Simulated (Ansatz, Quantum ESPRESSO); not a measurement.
## Equation of state of zinc blende SiC

How stiff is zinc blende SiC under hydrostatic load? Each row scales the relaxed cell evenly and relaxes the atoms. The phase is followed to these pressures whether or not it stays the stable one.

Calculated with Quantum ESPRESSO 7.5, PBEsol, GBRV 1.5 ultrasoft potentials, cutoff 680 eV, Fermi–Dirac smearing 0.02 eV, k-mesh 11×11×11, no spin polarisation, no spin-orbit coupling.

Reference cell, relaxed at zero pressure with PBEsol (F-43m): a = 3.0808 Å, b = 3.0808 Å, c = 3.0808 Å, α = 60.00°, β = 60.00°, γ = 60.00°.

```csv
atom,x,y,z
Si,0.0000,0.0000,0.0000
C,0.7500,0.7500,0.7500
```

| V (Å³/atom) | V/V0 | P (GPa) | E − E0 (meV/atom) |
| --- | --- | --- | --- |
| 9.7176 | 0.9400 | 15.454 | 28.6 |
| 9.9243 | 0.9600 | 9.793 | 12.3 |
| 10.5446 | 1.0200 | −4.224 | 2.7 |
| 10.7514 | 1.0400 | −8.053 | 10.7 |
| 10.9581 | 1.0600 | −11.523 | 23.3 |

V0 = 10.3379 Å³ an atom, where the residual pressure P0 is 0.000 GPa. **Question.** Fit the Birch–Murnaghan law and give the pressure and the energy at V = 10.1311 Å³ an atom, a row left out above.

With the Eulerian strain f = ½[(V0/V)^(2/3) − 1] and F = (P − P0)/[3f(1 + 2f)^(5/2)], the third-order law is the line F = B0 + (3/2) B0 (B′ − 4) f.

| f | F (GPa) |
| --- | --- |
| 0.02106 | 220.66 |
| 0.01380 | 221.03 |
| −0.00656 | 221.98 |
| −0.01290 | 222.08 |
| −0.01905 | 222.21 |

A straight line through the 5 rows: the means are −0.00073 for f and 221.59 for F, Σ(Δx)² = 0.001204 and ΣΔxΔy = −0.048, so the slope is −0.048/0.001204 = −39.876 and the intercept 221.59 − (−39.876)(−0.00073) = 221.56.

Hence B0 = 221.6 GPa and B′ = 4 + (−39.9)/(1.5 × 221.6) = 3.88. For the withheld volume f = 0.00678, F = 221.29 GPa and P = 4.66 GPa. The run itself gives 4.66 GPa, so the estimate misses by 0.00 GPa, a rounding's worth.

Integrating the same law gives E − E0 = (9/2) B0 V0 f²[1 + (B′ − 4) f] + P0(V0 − V), with 1 GPa Å³ = 6.2415 meV: 3.0 meV an atom. The run itself gives 3.0 meV, so the estimate misses by 0.0 meV, a rounding's worth.

The same fit over all rows at other levels or in other programs gives B0 = 221 GPa with PBEsol (Quantum ESPRESSO, PseudoDojo), 227 GPa with r2SCAN (Ansatz) and 229 GPa with LDA (Quantum ESPRESSO, GBRV).

Measured bulk modulus: 228 GPa (arxiv:1808.08201), against 222 GPa here (−3 %).

The calculation is for a static lattice, while measurements hold thermal and zero-point motion.

[Logs are printed without paths, hosts, clocks, repeated set-up lines and the standing remarks that a program may print on its own settings, such as how far it seeks lower states.]
